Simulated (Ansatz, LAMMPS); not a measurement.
# Structural relaxation of amorphous Si at 1.97 g/cm^3 (80 atoms), part 4 of 4

Aim: bring amorphous Si at 1.97 g/cm^3 (80 atoms) to a nearby minimum of the energy and see what moves.

Ansatz 0.2.0; Kohn-Sham DFT, PBE, PAW (set soft_2), plane waves.

The cell: 80 Si. The quench rate of 10 K/ps is orders of magnitude faster than experiment. The network of bonds at the start is that of the classical potential that made the cell. The Brillouin zone is sampled at Γ only, in a cell whose shortest periodic width is 12 Å.

So far. Step 4 (Relaxation): The relaxation changed the energy by -24.7 meV/atom, and atoms moved by 0.19 Å r.m.s., 1.1 Å at most.

## 7. Functional HSE06

HSE06 mixes in a quarter of exact exchange at short range, which counters self-interaction, at a higher cost.

This step: Kohn-Sham DFT, HSE06, PAW (set soft_2), plane waves (Ansatz 0.2.0).

The input, input.yaml:

```yaml
crystal:
  lattice:
    - [12.3744, 0.0, 0.0]
    - [0.0, 12.3744, 0.0]
    - [0.0, 0.0, 12.3744]
  atoms:
    [... the 80 atom lines of step 6 ...]
kpoints:
  mp_grid: { grid: [1, 1, 1] }
hamiltonian:
  xc: hse06
scf:
  occupations: { method: fermi_dirac, width: 0.025 }
output:
  forces: true
  stress: true
  populations: true
  dos:
    method: { smearing: { sigma: 0.08 } }
    de: 0.05
    projected: { site_lists: { Si: [Si] } }
  eigenvalues: true
```

Command:

```
ansatz run input.yaml --threads 4 --pin off --max-ram 8192MiB --backend cpu --events-out ev --progress --plain --runs-dir out
```

Numbers of over 12 decimals in the logs are rounded to 6 here.

The log of the run:

```text
Warning: output.stress: scf.convergence.dr2_threshold = 1e-7 eV (the SCF's general default) is looser than the 1.6e-9 eV advised for a printed stress (1e-10 eV for each atom of the cell: 80, of which 16 are counted). What an SCF threshold leaves in a stress goes as its square root, and in the free energy as the threshold itself, and one threshold admits the most on a small cell: [...]
Warning: output.stress: scf.exx.energy_threshold = 1e-6 eV is looser than the 1.6e-7 eV advised for a stress under a hybrid functional (1e-8 eV for each atom of the cell: 80, of which 16 are counted). Every SCF of the exchange loop can meet its threshold on dr2 while the loop round them stops early: [...]
[...]
Crystal: 80 atoms, lattice volume = 1894.840 Å³
Basis set: ecut = 420 eV, 37121 PW (Γ), exchange–correlation on 180×180×180 points (8 copies of the dense FFT grid, shifted against one another)
Bands: 240, of which v1, the nominal top of the filled ones, is band 160 counted from 1 (159 counted from 0)
Symmetry: 1 space group operations
[...]
k-points: 1
[...]
SCF iter   1: F=—  HF=-50844.020400 eV  |F-HF|=—  |Δ(HF+E_count)|=         —  Δρ=3.77e-3  dr2=1.17e0  ethr=1.77e-3  ⟨swp⟩=14.0  Hψ=1470  notcnv=0
[...]
SCF iter  11: F=—  HF=-50843.864024 eV  |F-HF|=—  |Δ(HF+E_count)|=   2.88e-6  Δρ=1.84e-5  dr2=1.25e-5  ethr=2.24e-8  ⟨swp⟩=3.0  Hψ=405  notcnv=0
SCF iter  12: F=-50843.864028 eV  HF=-50843.864028 eV  |F-HF|=2.48e-7  |Δ(HF+E_count)|=   4.02e-6  Δρ=1.02e-5  dr2=3.84e-6  ethr=3.91e-9  ⟨swp⟩=3.0  Hψ=423  notcnv=0
SCF 1 stopped early in 12 iterations: F = -50843.864028 eV  dr2 = 3.84e-6
[...]
Exchange kernel: α = 0.2500, screened, ω = 0.2079 Å⁻¹, Wigner–Seitz truncation, v(0) = 988.5384 eV·Å³, q-mesh 1×1×1, nearest image of the exchange supercell L = 12.37 Å, pair-density grid 45×45×45, without the augmentation charges, whose exchange is taken in its separable form (sized by the pseudopotential files, [...]
Frozen-core exchange: fock
SCF iter   1: F=—  HF=-50879.120534 eV  |F-HF|=—  |Δ(HF+E_count)|=         —  Δρ=3.22e-3  dr2=2.91e-1  ethr=1.20e-8  ⟨swp⟩=15.0  Hψ=2035  notcnv=0
[...]
SCF iter   9: F=—  HF=-50879.179952 eV  |F-HF|=—  |Δ(HF+E_count)|=   2.35e-4  Δρ=5.36e-5  dr2=2.39e-4  ethr=1.20e-8  ⟨swp⟩=5.0  Hψ=717  notcnv=0
SCF iter  10: F=-50879.179895 eV  HF=-50879.179912 eV  |F-HF|=1.60e-5  |Δ(HF+E_count)|=   4.03e-5  Δρ=2.07e-5  dr2=2.98e-5  ethr=1.20e-8  ⟨swp⟩=4.0  Hψ=481  notcnv=0
SCF 2 stopped early in 10 iterations: F = -50879.179895 eV  dr2 = 2.98e-5
  Residual-converged pass: ⟨swp⟩=4.0  Hψ=700  notcnv=0  max |occ|·‖R‖ = 4.7e-6 eV (tolerance 6.7e-6 eV)  dr2=2.96e-5  dr2_onsite=2.05e-7  max |Δocc| = 2.4e-11
[...]
hybrid outer 1: dexx = +1.902e-1 eV, tail = 6.59e-5 eV
[...]
Frozen-core exchange: fock
SCF iter   1: F=—  HF=-50879.178089 eV  |F-HF|=—  |Δ(HF+E_count)|=         —  Δρ=1.83e-5  dr2=2.68e-5  ethr=1.03e-7  ⟨swp⟩=9.0  Hψ=679  notcnv=0
[...]
SCF iter   7: F=—  HF=-50879.178087 eV  |F-HF|=—  |Δ(HF+E_count)|=   1.45e-8  Δρ=4.88e-7  dr2=1.56e-8  ethr=2.68e-11  ⟨swp⟩=3.0  Hψ=415  notcnv=0
SCF iter   8: F=-50879.178087 eV  HF=-50879.178087 eV  |F-HF|=2.58e-9  |Δ(HF+E_count)|=  8.29e-10  Δρ=2.50e-7  dr2=8.29e-9  ethr=2.92e-12  ⟨swp⟩=3.0  Hψ=446  notcnv=0
SCF 3 converged in 8 iterations: F = -50879.178087 eV  dr2 = 8.29e-9
[...]
hybrid outer 2: dexx = +1.339e-6 eV, tail = 1.75e-8 eV, Δε = 5.83e-4 eV (about 1.24e-5 eV left of the loop's levels), ΔF = 2.08e-3 eV/Å (tail 2.08e-4)
hybrid SCF converged: 2 outer / 18 inner (+12 warm-up), last move |dexx| = 1.34e-6 eV, tail = 1.75e-8 eV
Stability not checked: this state was not tested for a lower state beside it, because the functional holds exact exchange (a hybrid, or Hartree-Fock), whose exchange loop this test does not read (fock_operator; see scf.lower_state_search)
Free energy (F): -50879.178087 eV
Frozen-core exchange: fock
[...]
Internal energy: -50879.178082 eV  (E = F + TS)
E sigma→0 (E₀):  -50879.178084 eV
Entropy (-TS):   -0.000005 eV (-0.000 meV/atom)
Fermi energy:    4.538690 eV
[...]
Σ components = -50879.178087   (vs F -50879.178087, Δ=0.00e0)
--- Forces (eV/Å), atoms counted from 1 ---
  atom   1  Si     0.05779202    -0.00214884     0.00577269
  atom   2  Si     0.07398905     0.00469315     0.00382362
  atom   3  Si    -0.02772450     0.01870296    -0.03179143
  atom   4  Si    -0.00496417    -0.04292728     0.00423602
[...]
atom  80  Si    -0.03172793    -0.03827768     0.06060608
  max |Σ_I F_I| component: 1.39e-4 eV/Å
--- Stress (GPa, compression-positive) ---
       -3.435647       0.685837       0.160889
        0.685837      -4.669558      -1.144774
        0.160889      -1.144774      -4.284911
  P = ⅓ Tr σ = -4.1300 GPa (-41.300 kbar)
--- Band table (eV) ---
[...]
--- Löwdin populations: 80 sites ---
  site symbol       q [e]
     0     Si      3.9297
     1     Si      3.9635
     2     Si      3.9525
[...]
79     Si      3.9687
  spilling = 0.011304 (of n_electrons = 320.000000)
```

It took 4.5 min on 4 threads of Arm Neoverse V1, shared host; peak memory 4 GiB.

The program notes that the exchange threshold is loose for the stress and the SCF threshold is loose for the stress.

Geometry and reference: those of the single point at the relaxed geometry.

Forces differ from those of the single point at the relaxed geometry by 53 meV/Å r.m.s.; the pressure by -1.5 GPa and the gap by +0.29 eV. It took 4.5 min and 30 cycles; the reference's time can't be set against it, since the two runs asked for unlike analyses.

The run gave:

```yaml
free_energy: -50879.1781 eV
free_energy_per_atom: -635.9897 eV/atom
scf_cycles: 30
pressure: -4.13 GPa
r_m_s_force_component: 0.05313 eV/Å
longest_force: 0.2525 eV/Å
fermi_energy: 4.539 eV
spacing_of_highest_filled_and_lowest_empty_level: 0.623 eV
spilling_of_the_projection: 0.0113
```

Length of the force by element and coordination:

```
element  coordination  atoms  mean length of the force (eV/Å)  spread   least   most
     Si           all     80                           0.0798  0.0458  0.0079  0.253
     Si             3      4                            0.151  0.0819  0.0637  0.253
     Si             4     76                           0.0761  0.0397  0.0079  0.227
```

The mean of these charges, 0.045 e, is only the charge that the projection spills.

Löwdin charges by element and coordination (they lack the spilled electrons, 0.045 e an atom on average):

```
element  coordination  atoms  mean charge (e)  spread    least   most
     Si           all     80           0.0452  0.0396   -0.166  0.223
     Si             3      4           0.0157   0.139   -0.166  0.223
     Si             4     76           0.0468  0.0244  -0.0047  0.131
```

States in the cell by windows of 1 eV, zero at the Fermi level; the larger projections on atomic orbitals stand beside the total:

```
from (eV)  to (eV)  total  Si p  Si s
      -14      -13    2.0   0.1   1.9
      -13      -12   11.8   2.8   8.9
      -12      -11   20.7   6.1  14.5
      -11      -10   16.8   5.3  11.4
      -10       -9   23.8   8.4  15.3
       -9       -8   21.3   8.7  12.4
       -8       -7   16.9   8.5   8.3
       -7       -6   16.8   9.9   6.7
       -6       -5   21.6  14.4   6.9
       -5       -4   25.0  20.8   3.9
       -4       -3   39.9  36.3   3.1
       -3       -2   50.4  46.8   2.9
       -2       -1   38.6  36.1   1.8
       -1        0   14.5  13.1   1.0
        0        1    6.0   4.2   1.4
        1        2   28.2  18.0   7.2
        2        3   45.8  29.3   9.6
        3        4   48.5  30.5   7.7
```

The levels nearest the highest filled one (over half full), pooled over k-points and spins:

```
level less the highest filled one (eV)  occupation
                                -0.570           2
                                -0.452           2
                                -0.327           2
                                -0.229           2
                                -0.114           2
                                     0           2
                                 0.623           0
                                 0.979           0
                                  1.21           0
                                  1.41           0
                                  1.51           0
                                  1.60           0
```

## 8. Functional r2SCAN (500 eV)

The meta-GGA r2SCAN uses the kinetic energy density as well as the density and its gradient. Besides, the cutoff goes from 420 to 500 eV.

This step: Kohn-Sham DFT, r2SCAN, PAW (set soft_2), plane waves (Ansatz 0.2.0).

Changes to input.yaml since step 7:

```diff
@@ -10,3 +10,3 @@
 hamiltonian:
-  xc: hse06
+  xc: r2scan
 scf:
```

The log of the run:

```text
[...]
Crystal: 80 atoms, lattice volume = 1894.840 Å³
Basis set: ecut = 500 eV, 48297 PW (Γ), exchange–correlation on 384×384×384 points (64 copies of the dense FFT grid, shifted against one another)
Bands: 240, of which v1, the nominal top of the filled ones, is band 160 counted from 1 (159 counted from 0)
Symmetry: 1 space group operations
[...]
k-points: 1
[...]
SCF iter   1: F=—  HF=-51100.400632 eV  |F-HF|=—  |Δ(HF+E_count)|=         —  Δρ=5.49e-3  dr2=1.47e0  dr2_τ=3.93e-1  ethr=1.77e-3  ⟨swp⟩=7.0  Hψ=1244  notcnv=0  defer=45
[...]
SCF iter  10: F=—  HF=-51100.768168 eV  |F-HF|=—  |Δ(HF+E_count)|=   5.26e-7  Δρ=1.01e-6  dr2=1.30e-7  dr2_τ=4.57e-10  ethr=3.13e-11  ⟨swp⟩=18.0  Hψ=1566  notcnv=0
SCF iter  11: F=-51100.768168 eV  HF=-51100.768168 eV  |F-HF|=7.14e-9  |Δ(HF+E_count)|=   7.35e-8  Δρ=3.91e-7  dr2=1.58e-8  dr2_τ=5.93e-11  ethr=3.13e-11  ⟨swp⟩=6.0  Hψ=839  notcnv=0
SCF 1 converged in 11 iterations: F = -51100.768168 eV  dr2 = 1.58e-8
[...]
SCF converged after 11 iterations
Free energy (F): -51100.768168 eV
[...]
Internal energy: -51100.767587 eV  (E = F + TS)
E sigma→0 (E₀):  -51100.767878 eV
Entropy (-TS):   -0.000581 eV (-0.007 meV/atom)
Fermi energy:    4.577033 eV
[...]
Σ components = -51100.768168   (vs F -51100.768168, Δ=0.00e0)
--- Forces (eV/Å), atoms counted from 1 ---
  atom   1  Si     0.07787453    -0.00065462     0.00734359
  atom   2  Si     0.06445632     0.01243353    -0.00865501
  atom   3  Si    -0.05868564    -0.00816448    -0.00072587
  atom   4  Si     0.01755487    -0.03845399    -0.01055361
[...]
atom  80  Si    -0.00710945    -0.03708511     0.03303087
  max |Σ_I F_I| component: 1.61e-5 eV/Å
--- Stress (GPa, compression-positive) ---
       -3.124297       0.670777       0.143372
        0.670777      -4.285535      -1.131097
        0.143372      -1.131097      -3.934785
  P = ⅓ Tr σ = -3.7815 GPa (-37.815 kbar)
--- Band table (eV) ---
[...]
--- Löwdin populations: 80 sites ---
  site symbol       q [e]
     0     Si      3.9270
     1     Si      3.9661
     2     Si      3.9493
[...]
79     Si      3.9707
  spilling = 0.011599 (of n_electrons = 320.000000)
```

It took 67 s on 4 threads; peak memory 4.6 GiB.

Geometry and reference: those of the single point at the relaxed geometry.

Forces differ from those of the single point at the relaxed geometry by 46 meV/Å r.m.s.; the pressure by -1.2 GPa and the gap by +0.027 eV. It took 67 s and 11 cycles; the reference's time can't be set against it, since the two runs asked for unlike analyses.

## 9. Functional PBEsol

PBEsol restores the gradient expansion of exchange for slowly varying densities and usually gives shorter bonds in solids than PBE.

This step: Kohn-Sham DFT, PBEsol, PAW (set soft_2), plane waves (Ansatz 0.2.0).

Changes to input.yaml since step 8:

```diff
@@ -10,3 +10,3 @@
 hamiltonian:
-  xc: r2scan
+  xc: pbesol
 scf:
```

The log of the run:

```text
[...]
Crystal: 80 atoms, lattice volume = 1894.840 Å³
Basis set: ecut = 420 eV, 37121 PW (Γ), exchange–correlation on 180×180×180 points (8 copies of the dense FFT grid, shifted against one another)
Bands: 240, of which v1, the nominal top of the filled ones, is band 160 counted from 1 (159 counted from 0)
Symmetry: 1 space group operations
[...]
k-points: 1
[...]
SCF iter   1: F=—  HF=-49697.845461 eV  |F-HF|=—  |Δ(HF+E_count)|=         —  Δρ=4.01e-3  dr2=1.18e0  ethr=1.77e-3  ⟨swp⟩=7.0  Hψ=1242  notcnv=0  defer=38
[...]
SCF iter  10: F=—  HF=-49697.642847 eV  |F-HF|=—  |Δ(HF+E_count)|=   9.65e-7  Δρ=1.49e-6  dr2=2.67e-7  ethr=3.80e-10  ⟨swp⟩=2.0  Hψ=268  notcnv=0  defer=70
SCF iter  11: F=-49697.642847 eV  HF=-49697.642847 eV  |F-HF|=9.93e-9  |Δ(HF+E_count)|=   1.35e-7  Δρ=6.45e-7  dr2=5.06e-8  ethr=3.13e-11  ⟨swp⟩=18.0  Hψ=1606  notcnv=0
SCF 1 converged in 11 iterations: F = -49697.642847 eV  dr2 = 5.06e-8
[...]
SCF converged after 11 iterations
Free energy (F): -49697.642847 eV
[...]
Internal energy: -49697.641913 eV  (E = F + TS)
E sigma→0 (E₀):  -49697.642380 eV
Entropy (-TS):   -0.000934 eV (-0.012 meV/atom)
Fermi energy:    4.533706 eV
[...]
Σ components = -49697.642847   (vs F -49697.642847, Δ=0.00e0)
--- Forces (eV/Å), atoms counted from 1 ---
  atom   1  Si    -0.02233579    -0.00163551    -0.00568566
  atom   2  Si    -0.00695125    -0.00427523    -0.02467209
  atom   3  Si    -0.00846878     0.02655711    -0.02151355
  atom   4  Si     0.00471572    -0.02864272    -0.01569461
[...]
atom  80  Si    -0.01293278     0.01148646     0.00387082
  max |Σ_I F_I| component: 5.25e-5 eV/Å
--- Stress (GPa, compression-positive) ---
       -3.473215       0.631119       0.127981
        0.631119      -4.525382      -1.016388
        0.127981      -1.016388      -4.243275
  P = ⅓ Tr σ = -4.0806 GPa (-40.806 kbar)
--- Band table (eV) ---
[...]
--- Löwdin populations: 80 sites ---
  site symbol       q [e]
     0     Si      3.9309
     1     Si      3.9728
     2     Si      3.9533
[...]
79     Si      3.9747
  spilling = 0.010923 (of n_electrons = 320.000000)
```

Elapsed: 19 s, on 4 threads; peak memory 1.7 GiB.

Geometry and reference: those of the single point at the relaxed geometry.

Forces differ from those of the single point at the relaxed geometry by 22 meV/Å r.m.s.; the pressure by -1.5 GPa.

## 10. All settings compared

Differences are against the single point at the relaxed geometry (Kohn-Sham DFT, PBE, PAW (set soft_2), plane waves), whose r.m.s. force component is 0.00375 eV/Å. Times are for 4 threads of Arm Neoverse V1, shared host. The reference's time includes grids, which some other runs skip.

```
                       run  Δ force, r.m.s. (meV/Å)  Δ pressure (GPa)  Δ gap (eV)  cycles     time  host memory (GiB)
                 reference                        -                 -           -      11     21 s                1.7
          functional HSE06                     53.0             -1.52       0.286      30  4.5 min                4.0
functional r2SCAN (500 eV)                     45.6             -1.18      0.0271      11     67 s                4.6
         functional PBEsol                     21.6             -1.47      0.0017      11     19 s                1.7
```

## 11. Outcome

- energy change in the relaxation: -24.73 meV/atom
- r.m.s. displacement: 0.19 Å
- largest displacement: 1.119 Å
- free energy per atom: -635.5505 eV/atom
- pressure: -2.606 GPa
- r.m.s. force component: 0.00375 eV/Å
- gap (highest filled to lowest empty level): 0.3369 eV
- wall time of the 6 DFT runs: 8.2 min

In words: Relaxation lowers the energy by 24.7 meV/atom and moves atoms by 0.19 Å r.m.s.; the r.m.s. force component goes from 0.25 to 0.0037 eV/Å. By the final cutoffs 1 of 158 bonded pairs parted and 1 joined. First to last step the energy falls by 1.978 eV; the largest move, 1.12 Å, is that of Si6. By these cutoffs 95 % of Si atoms have 4 bonded neighbours. Between filled and empty levels lie 0.337 eV (at Γ alone); a semilocal functional tends to put such gaps too low. In a disordered cell it changes from sample to sample, and tail or defect levels can set it.

Among the changes of functional, dispersion, potentials or spin set against this reference, functional HSE06 moves the forces most, by 53 meV/Å r.m.s. The gap changes by +0.29 eV with HSE06.

Caveats: The network of bonds at the start is that of the classical potential that made the cell; in DFT 1 of its 158 bonded pairs passed out of the cutoffs and 1 came within them. The pressure of -2.6 GPa shows the cell to be stretched for this functional.

Calculation beside experiment:

```
             quantity  measured  this cell  difference  method of the measurement
number of Si about Si       3.9       3.95      +1.3 %          X-ray diffraction
```

The cell differs from the measured neighbour counts by up to 1.3 %. The network comes from the model that made the cell; in DFT 1 of its 158 bonded pairs passed out of the cutoffs and 1 came within them. Our coordination numbers hang on a cutoff, and experiments count neighbours in their own ways.

[Logs are printed without paths, hosts, clocks, repeated set-up lines and the standing remarks that a program may print on its own settings, such as how far it seeks lower states.]

[Hosts, paths, dates, database ids (printed as entryN), source tags and the programs' standing remarks are cut or masked in the printed files.]
